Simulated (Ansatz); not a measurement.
# InSb wire along [110], 16 atoms a period, H-terminated: bands by functional

Aim: is the InSb wire along [110], 16 atoms a period, H-terminated a metal or a semiconductor?

Method: DFT PBE, plane waves, PAW; relaxation of a wire's period; PAW set soft_1, in the first sound run; inputs show where later runs differ, in Ansatz 0.2.0.

### Step 1. Starting point

The cell holds 28 atoms: 8 Sb, 12 H and 8 In. Cell: a = 20.441 Å, b = 19.083 Å, c = 4.688 Å, α = 90.0°, β = 90.0°, γ = 90.0°. Vacuum lies along a and b. The structure's axis is c.

### Step 2. Relaxation of atoms and period

Band widths follow the bond lengths, so the wire is relaxed first. The atoms and the third cell vector are free; the box across stays fixed as vacuum. A Fermi-Dirac smearing is set since the result may be a metal. The pressure printed is a third of the stress's trace over the whole box, vacuum included; only the stress along the axis is relaxed.

input.yaml

```yaml
crystal:
  lattice:
    - [20.441, 0.0, 0.0]
    - [0.0, 19.083, 0.0]
    - [0.0, 0.0, 4.6881179593]
  atoms:
    - { symbol: Sb, position: [0.377934689, 0.622833981, 0.0] }
    - { symbol: H, position: [0.408746123, 0.178169051, 0.0] }
    - { symbol: In, position: [0.45902172, 0.745668911, 0.0] }
    - { symbol: In, position: [0.45902172, 0.49999905, 0.0] }
    - { symbol: Sb, position: [0.702282813, 0.622833981, 0.0] }
    - { symbol: H, position: [0.751711068, 0.697710521, 0.0] }
    - { symbol: In, position: [0.783369844, 0.49999905, 0.0] }
    - { symbol: H, position: [0.166332371, 0.49999905, 0.19521479] }
    - { symbol: H, position: [0.833645441, 0.49999905, 0.310010099] }
    - { symbol: Sb, position: [0.215760627, 0.49999905, 0.5] }
    - { symbol: H, position: [0.246572061, 0.301003982, 0.5] }
    - { symbol: H, position: [0.246572061, 0.698994119, 0.5] }
    - { symbol: In, position: [0.296847658, 0.37716412, 0.5] }
    - { symbol: In, position: [0.296847658, 0.622833981, 0.5] }
    - { symbol: Sb, position: [0.540108751, 0.254329189, 0.5] }
    - { symbol: Sb, position: [0.540108751, 0.745668911, 0.5] }
    - { symbol: Sb, position: [0.540108751, 0.49999905, 0.5] }
    - { symbol: H, position: [0.589537006, 0.179452649, 0.5] }
    - { symbol: H, position: [0.589537006, 0.820545451, 0.5] }
    - { symbol: In, position: [0.621195782, 0.37716412, 0.5] }
    - { symbol: In, position: [0.621195782, 0.622833981, 0.5] }
    - { symbol: H, position: [0.833645441, 0.49999905, 0.689989901] }
    - { symbol: H, position: [0.166332371, 0.49999905, 0.80478521] }
    - { symbol: Sb, position: [0.377934689, 0.37716412, 0.0] }
    - { symbol: H, position: [0.408746123, 0.821829049, 0.0] }
    - { symbol: In, position: [0.45902172, 0.254329189, 0.0] }
    - { symbol: Sb, position: [0.702282813, 0.37716412, 0.0] }
    - { symbol: H, position: [0.751711068, 0.302287579, 0.0] }
kpoints:
  mp_grid: { grid: [1, 1, 18] }
scf:
  occupations: { method: fermi_dirac, width: 0.05 }
hamiltonian:
  xc: pbe
  pseudopotentials: { kind: paw, azcp: { folder: soft_1 } }
relax:
  cell: { fix: [a, b, alpha, beta, gamma] }
  max_steps: 45
  f_tol: 0.03
```

Started as:

```
ansatz run input.yaml --threads 4 --pin off --max-ram 16384MiB --backend cpu --events-out ev --progress --plain --runs-dir out
```

Numbers of over 12 decimals in the logs are rounded to 6 here.

The program printed:

```text
Engine: ansatz 0.2.0, aarch64-unknown-linux-gnu
Pseudopotentials: kind: paw
Pseudopotential: Sb, paw, valence charge 15, recommended cutoff 420 eV (normal), soft_1/Sb.paw.azcp
Pseudopotential: H, paw, valence charge 1, recommended cutoff 420 eV (normal), soft_1/H.paw.azcp
Pseudopotential: In, paw, valence charge 13, recommended cutoff 420 eV (normal), soft_1/In.paw.azcp
Functional definition: PBE
  parameter kappa = 0.804
  parameter beta = 0.066725
  exchange = pbe_x(kappa = kappa, mu = beta*pi^2/3)
  correlation = pbe_c(beta = beta)
Crystal: 28 atoms, lattice volume = 1828.720 Å³
Basis set: ecut = 420 eV, 35709 PW (Γ), exchange–correlation on 288×256×64 points (8 copies of the dense FFT grid, shifted against one another)
Bands: 146, of which v1, the nominal top of the filled ones, is band 118 counted from 1 (117 counted from 0)
Symmetry: 4 space group operations
Space group: Pmm2 (ITA 25), of the structure as read, at distance tolerance 1.2e-4 Å
k-points: 10 of 18
Non-local potential: Sb, projectors of the file, l = 0: 2, l = 1: 2, l = 2: 2, l = 3: 1
Non-local potential: H, projectors of the file, l = 0: 2, l = 1: 1
Non-local potential: In, projectors of the file, l = 0: 2, l = 1: 2, l = 2: 2, l = 3: 1
PAW form: soft (Blöchl's): semilocal exchange-correlation on the pseudo side does not see the compensation charge
PAW one-centre angular grid: Sb, 590 points (default); XC on 64 Gauss nodes
PAW one-centre angular grid: H, 110 points (default); XC on 64 Gauss nodes
PAW one-centre angular grid: In, 590 points (default); XC on 64 Gauss nodes
Initial density: superposition of atomic densities (neutral atoms: chi_scale 0, normalization atom)
Initial wavefunctions: pseudopotential atomic-orbital guess
Functional: x = pbe(κ = 0.804, μ = 0.219515), c = pbe(β = 0.066725)
SCF iter   1: F=—  HF=-96849.446258 eV  |F-HF|=—  |Δ(HF+E_count)|=         —  Δρ=2.54e-2  dr2=1.47e1  ethr=3.10e-3  ⟨swp⟩=6.9  Hψ=6279  notcnv=0  defer=41
preconditioner: auto → Resta (q_TF=auto, 1.939 Å⁻¹)  ε∞=1.7  [insulator: Δε(μ)=0.947 eV  Ē_g=12.531 eV  σ=0.050 eV  W_gap=1.00  n_scr=244 (ndim 8)  ℏωp=10.8 eV  f_vac=0.574  D(μ)=0.00/eV (n_scr^D=0)  ε∞_Penn≈1.7  vacuum switching on, ρ_ref=1.1e-2 e/Å³]
SCF iter   2: F=—  HF=-96845.909562 eV  |F-HF|=—  |Δ(HF+E_count)|=    3.54e0  Δρ=9.45e-3  dr2=2.95e0  ethr=3.10e-3  ⟨swp⟩=3.0  Hψ=2547  notcnv=0  defer=192
SCF iter   3: F=—  HF=-96845.572410 eV  |F-HF|=—  |Δ(HF+E_count)|=   3.37e-1  Δρ=5.14e-3  dr2=1.35e0  ethr=1.25e-3  ⟨swp⟩=3.5  Hψ=2021  notcnv=0  defer=169
SCF iter   4: F=—  HF=-96845.383562 eV  |F-HF|=—  |Δ(HF+E_count)|=   1.89e-1  Δρ=1.59e-3  dr2=1.49e-1  ethr=5.71e-4  ⟨swp⟩=4.2  Hψ=2211  notcnv=0  defer=174
SCF iter   5: F=—  HF=-96845.370343 eV  |F-HF|=—  |Δ(HF+E_count)|=   1.32e-2  Δρ=5.90e-4  dr2=1.21e-2  ethr=6.31e-5  ⟨swp⟩=3.0  Hψ=1862  notcnv=0  defer=174
SCF iter   6: F=—  HF=-96845.371171 eV  |F-HF|=—  |Δ(HF+E_count)|=   8.28e-4  Δρ=2.81e-4  dr2=2.27e-3  ethr=5.13e-6  ⟨swp⟩=2.3  Hψ=2312  notcnv=0  defer=173
SCF iter   7: F=—  HF=-96845.371776 eV  |F-HF|=—  |Δ(HF+E_count)|=   6.06e-4  Δρ=1.25e-4  dr2=5.29e-4  ethr=9.61e-7  ⟨swp⟩=2.0  Hψ=1582  notcnv=0  defer=173
SCF iter   8: F=—  HF=-96845.371964 eV  |F-HF|=—  |Δ(HF+E_count)|=   1.87e-4  Δρ=4.00e-5  dr2=6.87e-5  ethr=2.24e-7  ⟨swp⟩=2.0  Hψ=1670  notcnv=0  defer=173
SCF iter   9: F=—  HF=-96845.372052 eV  |F-HF|=—  |Δ(HF+E_count)|=   8.82e-5  Δρ=1.63e-5  dr2=1.81e-5  ethr=2.91e-8  ⟨swp⟩=2.1  Hψ=1871  notcnv=0  defer=171
SCF iter  10: F=—  HF=-96845.372056 eV  |F-HF|=—  |Δ(HF+E_count)|=   4.24e-6  Δρ=8.39e-6  dr2=1.53e-6  ethr=7.67e-9  ⟨swp⟩=2.0  Hψ=1536  notcnv=0  defer=171
SCF iter  11: F=—  HF=-96845.372058 eV  |F-HF|=—  |Δ(HF+E_count)|=   1.95e-6  Δρ=3.59e-6  dr2=2.85e-7  ethr=6.48e-10  ⟨swp⟩=2.0  Hψ=1694  notcnv=0  defer=171
SCF iter  12: F=-96845.372059 eV  HF=-96845.372059 eV  |F-HF|=2.22e-8  |Δ(HF+E_count)|=   4.20e-7  Δρ=9.98e-7  dr2=2.45e-8  ethr=4.24e-11  ⟨swp⟩=5.0  Hψ=5150  notcnv=0
SCF 1 converged in 12 iterations: F = -96845.372059 eV  dr2 = 2.45e-8
  greatest PAW one-centre occupation: 0.995 electrons in one spin orbital (limit 2), on the Sb atom at site 9 (counted from 0), in its partial waves of l = 2
relax step   1: F+E_penalty+E_count = -96845.37205877 eV  Δ(F+E_penalty+E_count) = +0.000e0 eV  max|allowed force component| = 1.322e0 eV/Å  Δτ_max = 0.0000 Å  P = -0.204 GPa  Ω = 1828.720 Å³  fix = [a, b, alpha, beta, gamma]  reactions: a -0.284, b -0.370 GPa  (12 SCF iters, dr2 threshold 1.00e-7 eV, accepted)
Crystal: 28 atoms, lattice volume = 1834.802 Å³
Basis set: ecut = 420 eV, 35857 PW (Γ), exchange–correlation on 288×256×64 points (8 copies of the dense FFT grid, shifted against one another)
Initial density: handed on by an earlier stage of this run
Initial wavefunctions: those handed on with the density
iter 1 solved again at ethr=1.62e-4 eV; its pass at ethr=3.10e-3 eV (dr2=3.83e-1 eV) is discarded
SCF iter   1: F=—  HF=-96846.048009 eV  |F-HF|=—  |Δ(HF+E_count)|=         —  Δρ=4.26e-3  dr2=3.82e-1  ethr=1.62e-4  ⟨swp⟩=6.2  Hψ=6753  notcnv=0  defer=1
preconditioner: auto → Resta (q_TF=auto, 1.938 Å⁻¹)  ε∞=1.7  [insulator: Δε(μ)=0.784 eV  Ē_g=12.695 eV  σ=0.050 eV  W_gap=1.00  n_scr=244 (ndim 8)  ℏωp=10.8 eV  f_vac=0.606  D(μ)=0.00/eV (n_scr^D=0)  ε∞_Penn≈1.7  vacuum switching on, ρ_ref=1.2e-2 e/Å³]
SCF iter   2: F=—  HF=-96845.966741 eV  |F-HF|=—  |Δ(HF+E_count)|=   8.13e-2  Δρ=2.33e-3  dr2=9.48e-2  ethr=1.62e-4  ⟨swp⟩=5.0  Hψ=2637  notcnv=0  defer=41
SCF iter   3: F=—  HF=-96845.959005 eV  |F-HF|=—  |Δ(HF+E_count)|=   7.74e-3  Δρ=1.06e-3  dr2=4.60e-2  ethr=4.02e-5  ⟨swp⟩=3.0  Hψ=1964  notcnv=0  defer=167
SCF iter   4: F=—  HF=-96845.952815 eV  |F-HF|=—  |Δ(HF+E_count)|=   6.19e-3  Δρ=2.66e-4  dr2=3.08e-3  ethr=1.95e-5  ⟨swp⟩=2.1  Hψ=1593  notcnv=0  defer=167
SCF iter   5: F=—  HF=-96845.952576 eV  |F-HF|=—  |Δ(HF+E_count)|=   2.39e-4  Δρ=8.81e-5  dr2=2.55e-4  ethr=1.31e-6  ⟨swp⟩=2.0  Hψ=1923  notcnv=0  defer=167
SCF iter   6: F=—  HF=-96845.952634 eV  |F-HF|=—  |Δ(HF+E_count)|=   5.76e-5  Δρ=3.56e-5  dr2=5.61e-5  ethr=1.08e-7  ⟨swp⟩=2.0  Hψ=2196  notcnv=0  defer=185
SCF iter   7: F=—  HF=-96845.952637 eV  |F-HF|=—  |Δ(HF+E_count)|=   2.95e-6  Δρ=1.54e-5  dr2=7.06e-6  ethr=2.38e-8  ⟨swp⟩=2.0  Hψ=1544  notcnv=0  defer=185
SCF iter   8: F=-96845.952639 eV  HF=-96845.952639 eV  |F-HF|=4.55e-7  |Δ(HF+E_count)|=   2.37e-6  Δρ=5.74e-6  dr2=5.66e-7  ethr=1.19e-9  ⟨swp⟩=4.5  Hψ=4646  notcnv=0
SCF 2 converged in 8 iterations: F = -96845.952639 eV  dr2 = 5.66e-7
[...]
relax step   6: F+E_penalty+E_count = -96846.17296382 eV  Δ(F+E_penalty+E_count) = -2.176e-3 eV  max|allowed force component| = 2.122e-2 eV/Å  Δτ_max = 0.0385 Å  P = -0.001 GPa  Ω = 1848.904 Å³  energy of the carried Pulay correction = -1.825e-3 eV  fix = [a, b, alpha, beta, gamma]  reactions: a +0.002, b -0.007 GPa  (8 SCF iters, dr2 threshold 1.19e-7 eV, accepted)
Initial wavefunctions: pseudopotential atomic-orbital guess (no wavefunctions were taken with the density)
iter 1 solved again at ethr=4.00e-7 eV; its pass at ethr=3.10e-3 eV (dr2=9.44e-4 eV) is discarded
SCF iter   1: F=—  HF=-96846.169640 eV  |F-HF|=—  |Δ(HF+E_count)|=         —  Δρ=4.75e-5  dr2=1.20e-6  ethr=4.00e-7  ⟨swp⟩=5.2  Hψ=11157  notcnv=0
eigensolver tolerance schedule: the retry pair's looser diagonalisation over-reported the residual by 786.43 of it (diagonalisation noise at 0.11 of the residual, at the tolerance the schedule requests for it); recorded, not acted on — ethr = c·dr2/N_el stays at c = 1.0e-1
preconditioner: auto → Resta (q_TF=auto, 1.936 Å⁻¹)  ε∞=1.7  [insulator: Δε(μ)=1.137 eV  Ē_g=12.749 eV  σ=0.050 eV  W_gap=1.00  n_scr=244 (ndim 8)  ℏωp=10.8 eV  f_vac=0.611  D(μ)=0.00/eV (n_scr^D=0)  ε∞_Penn≈1.7  vacuum switching on, ρ_ref=1.2e-2 e/Å³]
SCF iter   2: F=—  HF=-96846.173125 eV  |F-HF|=—  |Δ(HF+E_count)|=   3.49e-3  Δρ=2.38e-5  dr2=3.03e-7  ethr=5.08e-10  ⟨swp⟩=3.1  Hψ=2988  notcnv=0
SCF iter   3: F=—  HF=-96846.174881 eV  |F-HF|=—  |Δ(HF+E_count)|=   1.76e-3  Δρ=1.94e-6  dr2=6.89e-8  ethr=1.28e-10  ⟨swp⟩=3.0  Hψ=2910  notcnv=0
SCF iter   4: F=—  HF=-96846.174900 eV  |F-HF|=—  |Δ(HF+E_count)|=   1.88e-5  Δρ=7.70e-7  dr2=2.06e-8  ethr=2.92e-11  ⟨swp⟩=2.5  Hψ=1792  notcnv=0
SCF iter   5: F=—  HF=-96846.174905 eV  |F-HF|=—  |Δ(HF+E_count)|=   5.09e-6  Δρ=3.11e-7  dr2=1.16e-9  ethr=8.73e-12  ⟨swp⟩=2.1  Hψ=1732  notcnv=0
SCF iter   6: F=—  HF=-96846.174906 eV  |F-HF|=—  |Δ(HF+E_count)|=   1.48e-6  Δρ=9.25e-8  dr2=3.41e-10  ethr=1.00e-12  ⟨swp⟩=5.0  Hψ=5420  notcnv=0
SCF iter   7: F=-96846.174907 eV  HF=-96846.174907 eV  |F-HF|=8.15e-10  |Δ(HF+E_count)|=   1.47e-7  Δρ=2.24e-8  dr2=2.14e-11  ethr=1.00e-12  ⟨swp⟩=5.0  Hψ=4746  notcnv=0
SCF 7 converged in 7 iterations: F = -96846.174907 eV  dr2 = 2.14e-11
relax step   7: F+E_penalty+E_count = -96846.17490657 eV  Δ(F+E_penalty+E_count) = -1.943e-3 eV  max|allowed force component| = 2.120e-2 eV/Å  Δτ_max = 0.0000 Å  P = -0.000 GPa  Ω = 1848.904 Å³  fix = [a, b, alpha, beta, gamma]  reactions: a +0.003, b -0.007 GPa  stress off target by 2.45e-3 GPa on what of the cell is left free  SCF on the basis re-selected at this cell (its energy is not comparable with the rows above)  (7 SCF iters)
basis re-selected at this cell: Δ(F+E_penalty+E_count) = -1.943e-3 eV, ΔP = +0.001 GPa vs the last step (what re-selecting the basis moved, of the pressure what is left beyond the Pulay correction that the steps carried, after the strain that the cell walked since its last selection, with what the two solves' SCF thresholds leave and, on support functions, any second-order correction that the steps lacked; it is no m [...]
SCF converged after 7 iterations
Free energy (F): -96846.174907 eV
Harris-Foulkes:  -96846.174907 eV  (|F-HF|=8.15e-10)
Internal energy: -96846.174905 eV  (E = F + TS)
E sigma→0 (E₀):  -96846.174906 eV
Entropy (-TS):   -0.000002 eV (-0.000 meV/atom)
Fermi energy:    -0.728314 eV
--- Per-component energies (eV) ---
  E_band       = -3994.258309
  E_kinetic    = 3198.759525
  E_local      = -109917.134031  (includes V_loc(G=0)·N_el)
  E_nonlocal   = 5749.858347
  E_hartree    = 51824.680168
  E_xc         = -2022.852625
  E_vxc        = -1555.434652  (∫ρ·V_xc dr)
  E_paw        = -70051.731061  (= ΣΔE_a)
  E_vpaw       = -5119.659528  (= ΣTr[D̂ρ^β])
  E_aug_tail   = -0.008110  (compensation charges beyond the density's cutoff)
  E_ewald      = 24372.252883
  E_smearing   = -0.000002  (= −TS)
  E_closure    = -0.000000  (closes the sum)
  Σ components = -96846.174907   (vs F -96846.174907, Δ=0.00e0)
--- Forces (eV/Å), atoms counted from 1 ---
  atom   1  Sb     0.00512150    -0.00096769     0.00000000
  atom   2  H     -0.00063615    -0.00073584     0.00000000
  atom   3  In     0.00584718     0.00365841     0.00000000
  atom   4  In    -0.01733402     0.00000000     0.00000000
  atom   5  Sb    -0.00067215     0.01706270     0.00000000
  atom   6  H     -0.00356364    -0.01778936     0.00000000
  atom   7  In     0.00319654    -0.00000000     0.00000000
  atom   8  H      0.00128860    -0.00000000    -0.00141080
  atom   9  H      0.00199874    -0.00000000     0.00103163
  atom  10  Sb    -0.01714114     0.00000000     0.00000000
  atom  11  H     -0.00054545     0.00538451     0.00000000
  atom  12  H     -0.00054545    -0.00538451     0.00000000
  atom  13  In     0.00135433    -0.00674012     0.00000000
  atom  14  In     0.00135433     0.00674012     0.00000000
  atom  15  Sb     0.00027173     0.00436008     0.00000000
  atom  16  Sb     0.00027173    -0.00436008     0.00000000
  atom  17  Sb     0.02120198    -0.00000000     0.00000000
  atom  18  H      0.00099869    -0.00001621     0.00000000
  atom  19  H      0.00099869     0.00001621     0.00000000
  atom  20  In    -0.00642516     0.00813415     0.00000000
  atom  21  In    -0.00642516    -0.00813415     0.00000000
  atom  22  H      0.00199874    -0.00000000    -0.00103163
  atom  23  H      0.00128860    -0.00000000     0.00141080
  atom  24  Sb     0.00512150     0.00096769     0.00000000
  atom  25  H     -0.00063615     0.00073584     0.00000000
  atom  26  In     0.00584718    -0.00365841     0.00000000
  atom  27  Sb    -0.00067215    -0.01706270     0.00000000
  atom  28  H     -0.00356364     0.01778936     0.00000000
  max |Σ_I F_I| component: 2.03e-7 eV/Å
--- Stress (GPa, compression-positive) ---
        0.003046       0.000000       0.000000
        0.000000      -0.006584       0.000000
        0.000000       0.000000       0.002452
  P = ⅓ Tr σ = -0.0004 GPa (-0.004 kbar)
--- Relaxed structure (6 steps of the walk, 6 accepted, 1 SCFs on fresh bases) ---
  F+E_penalty+E_count = -96846.17490657 eV   max|allowed force component| = 2.120e-2 eV/Å   (the final SCF, on the basis selected at the relaxed cell)
  cell:  # Å, volume = 1848.9044 Å³
    - [20.441, 0.0, 0.0]
    - [0.0, 19.083, 0.0]
    - [0.0, 0.0, 4.739862]
  atoms:
    - { symbol: Sb, position: [0.378187, 0.625185, 0] }
    - { symbol: H, position: [0.410408, 0.172434, 0] }
    - { symbol: In, position: [0.455660, 0.750222, 0] }
    - { symbol: In, position: [0.456258, 0.500000, 0] }
    - { symbol: Sb, position: [0.699980, 0.609437, 0] }
    - { symbol: H, position: [0.739156, 0.689180, 0] }
    - { symbol: In, position: [0.801192, 0.500000, 0] }
    - { symbol: H, position: [0.177449, 0.500000, 0.233801] }
    - { symbol: H, position: [0.835730, 0.500000, 0.334175] }
    - { symbol: Sb, position: [0.234215, 0.500000, 0.5] }
    - { symbol: H, position: [0.242468, 0.296350, 0.5] }
    - { symbol: H, position: [0.242468, 0.703650, 0.5] }
    - { symbol: In, position: [0.299216, 0.364401, 0.5] }
    - { symbol: In, position: [0.299216, 0.635599, 0.5] }
    - { symbol: Sb, position: [0.534675, 0.262730, 0.5] }
    - { symbol: Sb, position: [0.534675, 0.737270, 0.5] }
    - { symbol: Sb, position: [0.536464, 0.500000, 0.5] }
    - { symbol: H, position: [0.585258, 0.190918, 0.5] }
    - { symbol: H, position: [0.585258, 0.809082, 0.5] }
    - { symbol: In, position: [0.620814, 0.380195, 0.5] }
    - { symbol: In, position: [0.620814, 0.619805, 0.5] }
    - { symbol: H, position: [0.835730, 0.500000, 0.665825] }
    - { symbol: H, position: [0.177449, 0.500000, 0.766199] }
    - { symbol: Sb, position: [0.378187, 0.374815, 0] }
    - { symbol: H, position: [0.410408, 0.827566, 0] }
    - { symbol: In, position: [0.455660, 0.249778, 0] }
    - { symbol: Sb, position: [0.699980, 0.390563, 0] }
    - { symbol: H, position: [0.739156, 0.310820, 0] }
```

Elapsed: 7.4 min, on 4 threads of Arm Neoverse V2, shared host; peak memory 5.3 GiB; 29 min of CPU time.

The steps of the relaxation:

| step | energy less that of the first step (eV) | largest force component (eV/Å) | pressure (GPa) | volume (Å³) |
| --- | --- | --- | --- | --- |
| 1 | 0.0000 | 1.3224 | -0.20 | 1828.72 |
| 2 | -0.5806 | 0.3938 | -0.03 | 1834.80 |
| 3 | -0.7691 | 0.1744 | 0.02 | 1841.15 |
| 4 | -0.7897 | 0.0612 | -0.01 | 1847.09 |
| 5 | -0.7987 | 0.0436 | 0.01 | 1848.55 |
| 6 | -0.8009 | 0.0212 | 0.00 | 1848.90 |
| 7* | -0.8028 | 0.0212 | 0.00 | 1848.90 |

Relaxation steps marked * repeat the geometry before them on a plane-wave basis chosen anew for their cell, so energy and pressure can jump there.

Forces are held to the 4 operations that the run works with; a distortion that breaks them can't arise in this run.

| cell as run | before | after | change |
| --- | --- | --- | --- |
| c (Å) | 4.688 | 4.740 | +1.1 % |

The atoms that moved most (Å, along periodic axes as changes of fractional coordinates times the final cell, across vacuum about the mean position):

```
atom      dx      dy      dz  length
Sb10   0.377   0.000   0.000   0.377
 In7   0.364   0.000   0.000   0.364
 H28  -0.257   0.163   0.000   0.304
  H6  -0.257  -0.163   0.000   0.304
  H8   0.227   0.000   0.183   0.292
 H23   0.227   0.000  -0.183   0.292
 Sb5  -0.047  -0.256   0.000   0.260
Sb27  -0.047   0.256   0.000   0.260
```

Numbers from this step:

- cell length along the wire: 4.740 Å

The cell's length comes to 4.740 Å with spin left out.

(Continued in part 2 of 2.)

[Logs are printed without paths, hosts, clocks, repeated set-up lines and the standing remarks that a program may print on its own settings, such as how far it seeks lower states.]

[Hosts, paths, dates, database ids (printed as entryN), source tags and the programs' standing remarks are cut or masked in the printed files.]
